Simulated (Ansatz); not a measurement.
## Stack of 1T-SnS2 under Al2SSe , unshifted in a perpendicular field

Wanted: the out-of-plane response of the stack of 1T-SnS2 under Al2SSe , unshifted. A positive field points along +c.

Calculated with Ansatz 0.2.0; plane-wave DFT, PBE-D3(BJ), Ansatz PAW.

## Step 1: The system as given

The cell holds 7 atoms: 3 S, 1 Sn, 1 Se and 2 Al. Its edges and angles: a = 3.695 Å, b = 3.695 Å, c = 49.616 Å, α = 90.0°, β = 90.0°, γ = 120.0°. Regions: layer 1: 1T-SnS2, 3 atoms (2 S and 1 Sn); layer 2: Al2SSe, 4 atoms (1 Se, 2 Al and 1 S). Vacuum lies along c.

## Step 2: Relaxing the slab

The starting cell is a guess, so the in-plane lattice and the atoms are relaxed first, with the slab cut off from its images along the normal.

Input file input.yaml:

```yaml
crystal:
  lattice:
    - [3.6947, 0.0, 0.0]
    - [-1.84735, 3.1997040594, 0.0]
    - [0.0, 0.0, 49.6160418641]
  atoms:
    - { symbol: S, position: [0.6666666667, 0.3333333333, 0.4061186512] }
    - { symbol: Sn, position: [0.0, 0.0, 0.424410788] }
    - { symbol: S, position: [0.3333333333, 0.6666666667, 0.4427029247] }
    - { symbol: Se, position: [0.3333333333, 0.6666666667, 0.5041749786] }
    - { symbol: Al, position: [0.0, 0.0, 0.5281614931] }
    - { symbol: Al, position: [0.0, 0.0, 0.5769360408] }
    - { symbol: S, position: [0.3333333333, 0.6666666667, 0.5938813488] }
  periodic: [true, true, false]
kpoints:
  mp_grid: { grid: [12, 12, 1] }
hamiltonian:
  xc: pbe
  dispersion: d3bj
scf:
  occupations: { method: fermi_dirac, width: 0.05 }
  convergence: { dr2_threshold: 1.0e-09 }
relax:
  f_tol: 0.004
  max_steps: 90
  cell: {}
output:
  write_potential: true
  write_density: true
  volumetric_format: npy
```

The run is started by

```
$ ansatz run input.yaml --threads 4 --pin off --max-ram 6144MiB --backend cpu --events-out ev --progress --plain --runs-dir out
```

What it wrote:

```text
Warning: relax.cell: scf.convergence.dr2_threshold = 1e-9 eV is looser than the 1.87612497152e-10 eV advised for a relaxation that steers and ends on the stress (1e-10 eV for each atom of the cell: 7, times the square of relax.cell.stress_2d_tol = 0.05 N/m over 19.3 Å (the atoms' height at the walk's start and 5 Å past either face), 2.589e-2 GPa, over a crystal's default 0.05). What an SCF threshold leaves in a stress goes as its square root, and in the free energy as the threshold itself, and one threshold admits the most on a small cell: [figures from the program's tests cut] Set scf.convergence.dr2_threshold to 1.87612497152e-10 eV or tighter. [rest of the remark cut]
Engine: ansatz 0.2.0, aarch64-unknown-linux-gnu
Pseudopotentials: kind: paw
Pseudopotential: S, paw, valence charge 6, recommended cutoff 420 eV (normal), S.paw.azcp
Pseudopotential: Sn, paw, valence charge 14, recommended cutoff 420 eV (normal), Sn.paw.azcp
Pseudopotential: Se, paw, valence charge 16, recommended cutoff 420 eV (normal), Se.paw.azcp
Pseudopotential: Al, paw, valence charge 3, recommended cutoff 420 eV (normal), Al.paw.azcp
Functional definition: PBE
  parameter kappa = 0.804
  parameter beta = 0.066725
  exchange = pbe_x(kappa = kappa, mu = beta*pi^2/3)
  correlation = pbe_c(beta = beta)
Crystal: 7 atoms, lattice volume = 586.558 Å³
Basis set: ecut = 420 eV, 11517 PW (Γ), exchange–correlation on 50×50×720 points (8 copies of the dense FFT grid, shifted against one another)
Bands: 34, of which v1, the nominal top of the filled ones, is band 27 counted from 1 (26 counted from 0)
Symmetry: 6 space group operations
Space group: P3m1 (ITA 156), of the structure as read, at distance tolerance 8.4e-5 Å
k-points: 19 of 144 (time reversal used)
Non-local potential: S, projectors of the file, l = 0: 2, l = 1: 2, l = 2: 2
Non-local potential: Sn, projectors of the file, l = 0: 2, l = 1: 2, l = 2: 2, l = 3: 2
Non-local potential: Se, projectors of the file, l = 0: 2, l = 1: 2, l = 2: 3, l = 3: 1
Non-local potential: Al, projectors of the file, l = 0: 2, l = 1: 2, l = 2: 1
PAW form: soft (Blöchl's): semilocal exchange-correlation on the pseudo side does not see the compensation charge
PAW one-centre angular grid: S, 110 points (default); XC on 64 Gauss nodes
PAW one-centre angular grid: Sn, 590 points (default); XC on 64 Gauss nodes
PAW one-centre angular grid: Se, 590 points (default); XC on 64 Gauss nodes
PAW one-centre angular grid: Al, 110 points (default); XC on 64 Gauss nodes
Initial density: superposition of atomic densities (neutral atoms: chi_scale 0, normalization atom), corrected by the library's trained network
Initial wavefunctions: pseudopotential atomic-orbital guess
Functional: x = pbe(κ = 0.804, μ = 0.219515), c = pbe(β = 0.066725)
SCF iter   1: F=—  HF=-15276.519469 eV  |F-HF|=—  |Δ(HF+E_count)|=         —  Δρ=1.69e-3  dr2=5.62e-2  ethr=1.77e-3  ⟨swp⟩=20.7  Hψ=5696  notcnv=0  defer=3
preconditioner: auto → Resta (q_TF=auto, 1.833 Å⁻¹)  ε∞=1.8  [insulator: Δε(μ)=1.176 eV  Ē_g=9.723 eV  σ=0.050 eV  W_gap=1.00  n_scr=28 (ndim 8)  ℏωp=8.9 eV  f_vac=0.733  D(μ)=0.00/eV (n_scr^D=0)  ε∞_Penn≈1.8  vacuum switching on, ρ_ref=6.9e-3 e/Å³]
SCF iter   2: F=—  HF=-15276.508369 eV  |F-HF|=—  |Δ(HF+E_count)|=   1.11e-2  Δρ=9.86e-4  dr2=2.56e-2  ethr=1.04e-4  ⟨swp⟩=4.3  Hψ=1548  notcnv=0  defer=38
SCF iter   3: F=—  HF=-15276.505804 eV  |F-HF|=—  |Δ(HF+E_count)|=   2.56e-3  Δρ=4.74e-4  dr2=6.13e-3  ethr=4.74e-5  ⟨swp⟩=3.4  Hψ=1104  notcnv=0  defer=37
SCF iter   4: F=—  HF=-15276.505715 eV  |F-HF|=—  |Δ(HF+E_count)|=   8.83e-5  Δρ=2.57e-4  dr2=8.36e-4  ethr=1.14e-5  ⟨swp⟩=2.3  Hψ=1062  notcnv=0  defer=36
SCF iter   5: F=—  HF=-15276.505965 eV  |F-HF|=—  |Δ(HF+E_count)|=   2.50e-4  Δρ=1.08e-4  dr2=9.39e-5  ethr=1.55e-6  ⟨swp⟩=3.2  Hψ=1149  notcnv=0  defer=36
SCF iter   6: F=—  HF=-15276.506045 eV  |F-HF|=—  |Δ(HF+E_count)|=   8.00e-5  Δρ=5.04e-5  dr2=4.09e-5  ethr=1.74e-7  ⟨swp⟩=3.6  Hψ=1294  notcnv=0  defer=36
SCF iter   7: F=—  HF=-15276.506055 eV  |F-HF|=—  |Δ(HF+E_count)|=   9.77e-6  Δρ=1.38e-5  dr2=2.29e-6  ethr=7.57e-8  ⟨swp⟩=3.1  Hψ=1078  notcnv=0  defer=36
SCF iter   8: F=—  HF=-15276.506070 eV  |F-HF|=—  |Δ(HF+E_count)|=   1.52e-5  Δρ=5.35e-6  dr2=1.64e-7  ethr=4.25e-9  ⟨swp⟩=3.2  Hψ=1401  notcnv=0  defer=36
SCF iter   9: F=—  HF=-15276.506070 eV  |F-HF|=—  |Δ(HF+E_count)|=   3.30e-7  Δρ=1.94e-6  dr2=1.93e-8  ethr=3.04e-10  ⟨swp⟩=3.5  Hψ=1371  notcnv=0  defer=36
SCF iter  10: F=—  HF=-15276.506070 eV  |F-HF|=—  |Δ(HF+E_count)|=   8.06e-8  Δρ=4.37e-7  dr2=1.16e-9  ethr=3.58e-11  ⟨swp⟩=3.0  Hψ=1156  notcnv=0  defer=36
SCF iter  11: F=-15276.506070 eV  HF=-15276.506070 eV  |F-HF|=7.28e-11  |Δ(HF+E_count)|=   5.15e-9  Δρ=1.00e-7  dr2=8.85e-11  ethr=1.85e-12  ⟨swp⟩=12.4  Hψ=5056  notcnv=0
SCF 1 converged in 11 iterations: F = -15276.506070 eV  dr2 = 8.85e-11
  greatest PAW one-centre occupation: 1.000 electrons in one spin orbital (limit 2), on the Se atom at site 3 (counted from 0), in its partial waves of l = 2
relax step   1: F+E_penalty+E_count = -15276.50607031 eV  Δ(F+E_penalty+E_count) = +0.000e0 eV  max|allowed force component| = 6.107e0 eV/Å  Δτ_max = 0.0000 Å  P = +25.381 N/m  Ω = 586.558 Å³  fix = [c, alpha, beta]  reactions: c +0.000 N/m  (11 SCF iters, accepted)
Crystal: 7 atoms, lattice volume = 596.256 Å³
Basis set: ecut = 420 eV, 11685 PW (Γ), exchange–correlation on 50×50×720 points (8 copies of the dense FFT grid, shifted against one another)
Initial density: handed on by an earlier stage of this run
Initial wavefunctions: those handed on with the density
iter 1 solved again at ethr=3.48e-4 eV; its pass at ethr=3.10e-3 eV (dr2=1.88e-1 eV) is discarded
SCF iter   1: F=—  HF=-15278.473680 eV  |F-HF|=—  |Δ(HF+E_count)|=         —  Δρ=3.86e-3  dr2=1.86e-1  ethr=3.48e-4  ⟨swp⟩=3.7  Hψ=5140  notcnv=0  defer=2
preconditioner: auto → Resta (q_TF=auto, 1.828 Å⁻¹)  ε∞=1.9  [insulator: Δε(μ)=0.902 eV  Ē_g=9.549 eV  σ=0.050 eV  W_gap=1.00  n_scr=28 (ndim 8)  ℏωp=8.9 eV  f_vac=0.731  D(μ)=0.00/eV (n_scr^D=0)  ε∞_Penn≈1.9  vacuum switching on, ρ_ref=6.6e-3 e/Å³]
SCF iter   2: F=—  HF=-15278.443729 eV  |F-HF|=—  |Δ(HF+E_count)|=   3.00e-2  Δρ=1.86e-3  dr2=7.49e-2  ethr=3.44e-4  ⟨swp⟩=5.3  Hψ=1617  notcnv=0  defer=18
SCF iter   3: F=—  HF=-15278.437849 eV  |F-HF|=—  |Δ(HF+E_count)|=   5.88e-3  Δρ=1.19e-3  dr2=2.74e-2  ethr=1.39e-4  ⟨swp⟩=4.2  Hψ=1116  notcnv=0  defer=29
SCF iter   4: F=—  HF=-15278.435304 eV  |F-HF|=—  |Δ(HF+E_count)|=   2.55e-3  Δρ=6.92e-4  dr2=4.13e-3  ethr=5.08e-5  ⟨swp⟩=1.9  Hψ=804  notcnv=0  defer=29
[...]
relax step   5: F+E_penalty+E_count = -15280.15108735 eV  Δ(F+E_penalty+E_count) = -3.236e-1 eV  max|allowed force component| = 6.063e-1 eV/Å  Δτ_max = 0.2000 Å  P = -0.921 N/m  Ω = 591.655 Å³  energy of the carried Pulay correction = -4.742e-4 eV  fix = [c, alpha, beta]  reactions: c -0.000 N/m  (11 SCF iters, accepted)
relax step   6: F+E_penalty+E_count = -15280.33260678 eV  Δ(F+E_penalty+E_count) = -1.815e-1 eV  max|allowed force component| = 2.129e-1 eV/Å  Δτ_max = 0.1970 Å  P = -0.995 N/m  Ω = 581.560 Å³  energy of the carried Pulay correction = +4.691e-4 eV  fix = [c, alpha, beta]  reactions: c -0.000 N/m  (11 SCF iters, accepted)
relax step   7: F+E_penalty+E_count = -15280.43401554 eV  Δ(F+E_penalty+E_count) = -1.014e-1 eV  max|allowed force component| = 9.298e-2 eV/Å  Δτ_max = 0.2000 Å  P = +0.075 N/m  Ω = 572.558 Å³  energy of the carried Pulay correction = +1.324e-3 eV  fix = [c, alpha, beta]  reactions: c +0.000 N/m  (13 SCF iters, accepted)
relax step   8: F+E_penalty+E_count = -15280.45379148 eV  Δ(F+E_penalty+E_count) = -1.978e-2 eV  max|allowed force component| = 2.050e-2 eV/Å  Δτ_max = 0.1612 Å  P = +0.057 N/m  Ω = 571.654 Å³  energy of the carried Pulay correction = +1.411e-3 eV  fix = [c, alpha, beta]  reactions: c +0.000 N/m  (11 SCF iters, accepted)
relax step   9: F+E_penalty+E_count = -15280.45394297 eV  Δ(F+E_penalty+E_count) = -1.515e-4 eV  max|allowed force component| = 1.115e-2 eV/Å  Δτ_max = 0.0133 Å  P = +0.050 N/m  Ω = 571.998 Å³  energy of the carried Pulay correction = +1.378e-3 eV  fix = [c, alpha, beta]  reactions: c +0.000 N/m  (9 SCF iters, accepted)
relax step  10: F+E_penalty+E_count = -15280.45397553 eV  Δ(F+E_penalty+E_count) = -3.257e-5 eV  max|allowed force component| = 2.510e-3 eV/Å  Δτ_max = 0.0065 Å  P = -0.013 N/m  Ω = 572.130 Å³  energy of the carried Pulay correction = +1.365e-3 eV  fix = [c, alpha, beta]  reactions: c -0.000 N/m  (9 SCF iters, accepted)
relax step  11: F+E_penalty+E_count = -15280.45327578 eV  Δ(F+E_penalty+E_count) = +6.998e-4 eV  max|allowed force component| = 2.236e-3 eV/Å  Δτ_max = 0.0000 Å  P = -0.052 N/m  Ω = 572.130 Å³  fix = [c, alpha, beta]  reactions: c -0.000 N/m  stress off target by 5.20e-2 N/m on what of the cell is left free  SCF on the basis re-selected at this cell (its energy is not comparable with the rows above)  (5 SCF iters)
relax step  12: F+E_penalty+E_count = -15280.45330446 eV  Δ(F+E_penalty+E_count) = -2.869e-5 eV  max|allowed force component| = 1.891e-3 eV/Å  Δτ_max = 0.0023 Å  P = +0.000 N/m  Ω = 571.826 Å³  energy of the carried Pulay correction = +1.631e-5 eV  fix = [c, alpha, beta]  reactions: c +0.000 N/m  (8 SCF iters, accepted)
iter 1 solved again at ethr=3.91e-7 eV; its pass at ethr=3.10e-3 eV (dr2=2.11e-4 eV) is discarded
SCF iter   1: F=—  HF=-15280.453347 eV  |F-HF|=—  |Δ(HF+E_count)|=         —  Δρ=1.06e-6  dr2=5.32e-9  ethr=3.91e-7  ⟨swp⟩=5.5  Hψ=7692  notcnv=0
eigensolver tolerance schedule: the retry pair's looser diagonalisation over-reported the residual by 39648.15 of it (diagonalisation noise at an unbounded share of the residual, at the tolerance the schedule requests for it); recorded, not acted on — ethr = c·dr2/N_el stays at c = 1.0e-1
SCF iter   2: F=—  HF=-15280.453287 eV  |F-HF|=—  |Δ(HF+E_count)|=   5.93e-5  Δρ=6.57e-7  dr2=5.33e-9  ethr=9.86e-12  ⟨swp⟩=6.9  Hψ=2748  notcnv=0
SCF iter   3: F=-15280.453287 eV  HF=-15280.453287 eV  |F-HF|=2.76e-10  |Δ(HF+E_count)|=  8.11e-10  Δρ=4.02e-7  dr2=8.43e-10  ethr=1.85e-12  ⟨swp⟩=16.9  Hψ=5905  notcnv=0
SCF 13 converged in 3 iterations: F = -15280.453287 eV  dr2 = 8.43e-10
relax step  13: F+E_penalty+E_count = -15280.45328736 eV  Δ(F+E_penalty+E_count) = +1.710e-5 eV  max|allowed force component| = 1.887e-3 eV/Å  Δτ_max = 0.0000 Å  P = +0.000 N/m  Ω = 571.826 Å³  fix = [c, alpha, beta]  reactions: c +0.000 N/m  stress off target by 4.76e-4 N/m on what of the cell is left free  SCF on the basis re-selected at this cell (its energy is not comparable with the rows above)  (3 SCF iters)
basis re-selected at this cell: Δ(F+E_penalty+E_count) = +1.710e-5 eV, ΔP = +0.000 N/m vs the last step (what re-selecting the basis moved, of the pressure what is left beyond the Pulay correction that the steps carried, after the strain that the cell walked since its last selection, with what the two solves' SCF thresholds leave and, on support functions, any second-order correction that the steps lacked; it is no m [...]
WARN: The output density's exchange-correlation potential varies sharply where the density is thin. Do not read a vacuum level from v_tot or v_xc, or from such a field of the output density. On a cell that repeats whose density bears no net charge and no dipole along the vacuum's axis use v_es (v_loc + v_h of the components); under efield.dipole_correction with no amplitude use v_es + v_field, which holds any externa [...]
SCF converged after 3 iterations
Free energy (F): -15280.453287 eV
Harris-Foulkes:  -15280.453287 eV  (|F-HF|=2.76e-10)
Internal energy: -15280.453243 eV  (E = F + TS)
E sigma→0 (E₀):  -15280.453265 eV
Entropy (-TS):   -0.000045 eV (-0.006 meV/atom)
Fermi energy:    -5.551133 eV
--- Per-component energies (eV) ---
  E_band       = -1181.420274
  E_kinetic    = 671.610083
  E_local      = -189545.912486  (includes V_loc(G=0)·N_el)
  E_nonlocal   = -519.865190
  E_hartree    = 94446.083570
  E_xc         = -855.215155
  E_vxc        = -511.775537  (∫ρ·V_xc dr)
  E_paw        = -8789.287080  (= ΣΔE_a)
  E_vpaw       = -167.640878  (= ΣTr[D̂ρ^β])
  E_aug_tail   = -0.000586  (compensation charges beyond the density's cutoff)
  E_ewald      = 89313.859213
  E_disp       = -1.725610  (pairwise vdW)
  E_smearing   = -0.000045  (= −TS)
  E_closure    = -0.000000  (closes the sum)
  Σ components = -15280.453287   (vs F -15280.453287, Δ=0.00e0)
--- Forces (eV/Å), atoms counted from 1 ---
  atom   1  S      0.00000000    -0.00000000    -0.00094037
  atom   2  Sn    -0.00000000     0.00000000    -0.00011499
  atom   3  S      0.00000000     0.00000000     0.00063323
  atom   4  Se     0.00000000     0.00000000     0.00174220
  atom   5  Al     0.00000000    -0.00000000    -0.00188720
  atom   6  Al     0.00000000    -0.00000000     0.00064999
  atom   7  S      0.00000000     0.00000000    -0.00008232
  max |Σ_I F_I| component: 5.39e-7 eV/Å
--- 2D stress c σ (N/m, compression-positive) ---
        0.000476      -0.000000       0.000000
       -0.000000       0.000476       0.000000
        0.000000       0.000000       0.000000
  P = ½ c Tr σ = 0.0005 N/m
--- Band table (eV; the first three rows and the last of 19) ---
  k-point 0: bands = [... 23 lower, -6.8437, -6.3141, -6.3141, -6.1983, -4.2439, -2.8747, -2.8154, -1.9061, ... 3 higher]
  k-point 1: bands = [... 23 lower, -6.8446, -6.7798, -6.4244, -6.1061, -3.9568, -2.4785, -2.4429, -1.5348, ... 3 higher]
  k-point 2: bands = [... 23 lower, -7.4966, -6.7759, -6.6915, -6.0230, -3.7667, -2.1679, -2.0327, -1.7109, ... 3 higher]
  k-point 18: bands = [... 23 lower, -7.7776, -7.4611, -7.2265, -6.8554, -4.1344, -3.9392, -1.6835, -1.4671, ... 3 higher]
  the weakly bound empty levels are not read free of the cell's end (no_gap_told)
--- Relaxed structure (11 steps of the walk, 11 accepted, 2 SCFs on fresh bases) ---
  F+E_penalty+E_count = -15280.45328736 eV   max|allowed force component| = 1.887e-3 eV/Å   (the final SCF, on the basis selected at the relaxed cell)
  cell:  # Å, volume = 571.8258 Å³
    - [3.648006, 0, 0]
    - [-1.824003, 3.159266, 0]
    - [0, 0, 49.6160418641]
  atoms:
    - { symbol: S, position: [0.666667, 0.333333, 0.378721] }
    - { symbol: Sn, position: [-1.028445e-17, -1.321694e-17, 0.408745] }
    - { symbol: S, position: [0.333333, 0.666667, 0.438770] }
    - { symbol: Se, position: [0.333333, 0.666667, 0.513138] }
    - { symbol: Al, position: [1.466226e-17, -1.321694e-17, 0.537594] }
    - { symbol: Al, position: [1.764545e-17, -1.321694e-17, 0.589370] }
    - { symbol: S, position: [0.333333, 0.666667, 0.610049] }
```

It took 2.9 min on 4 threads of Arm Neoverse V1, shared host; peak memory 1.1 GiB.

Step by step:

```
step  energy less that of the first step (eV)  largest force component (eV/Å)  volume (Å³)
   1                                   0.0000                          6.1074       586.56
   2                                  -1.9291                          3.8428       596.26
   3                                  -2.8443                          2.2469       598.45
   4                                  -3.3214                          1.1073       597.47
   5                                  -3.6450                          0.6063       591.65
   6                                  -3.8265                          0.2129       581.56
   7                                  -3.9279                          0.0930       572.56
   8                                  -3.9477                          0.0205       571.65
   9                                  -3.9479                          0.0112       572.00
  10                                  -3.9479                          0.0025       572.13
 11*                                  -3.9472                          0.0022       572.13
  12                                  -3.9472                          0.0019       571.83
 13*                                  -3.9472                          0.0019       571.83
```

Relaxation steps marked * repeat the geometry before them on a plane-wave basis chosen anew for their cell, so energy and pressure can jump there.

The run keeps the 6 symmetry operations that the program found, so distortions that break them were not tested.

```
cell as run  before  after  change
      a (Å)   3.695  3.648  -1.3 %
      b (Å)   3.695  3.648  -1.3 %
```

The atoms that moved most (Å, along periodic axes as changes of fractional coordinates times the final cell, across vacuum about the mean position):

```
atom     dx     dy      dz  length
  S1  0.000  0.000  -1.359   1.359
  S7  0.000  0.000   0.802   0.802
 Sn2  0.000  0.000  -0.777   0.777
 Al6  0.000  0.000   0.617   0.617
 Al5  0.000  0.000   0.468   0.468
 Se4  0.000  0.000   0.445   0.445
  S3  0.000  0.000  -0.195   0.195
```

The lattice constant a goes from 3.695 to 3.648 Å.

[end of part 1 of 3]

[Long decimals in the printed logs are rounded to 6 places.]

[Logs are printed without paths, hosts, clocks, repeated set-up lines and the standing remarks that a program may print on its own settings, such as how far it seeks lower states.]

[Hosts, paths, dates, database ids (printed as entryN), source tags and the programs' standing remarks are cut or masked in the printed files.]

[Maps of the electrostatic potential energy from Ansatz leave out the sawtooth potential of an applied field or a dipole correction, so their vacuum need not be flat; planar profiles and work functions include it.]
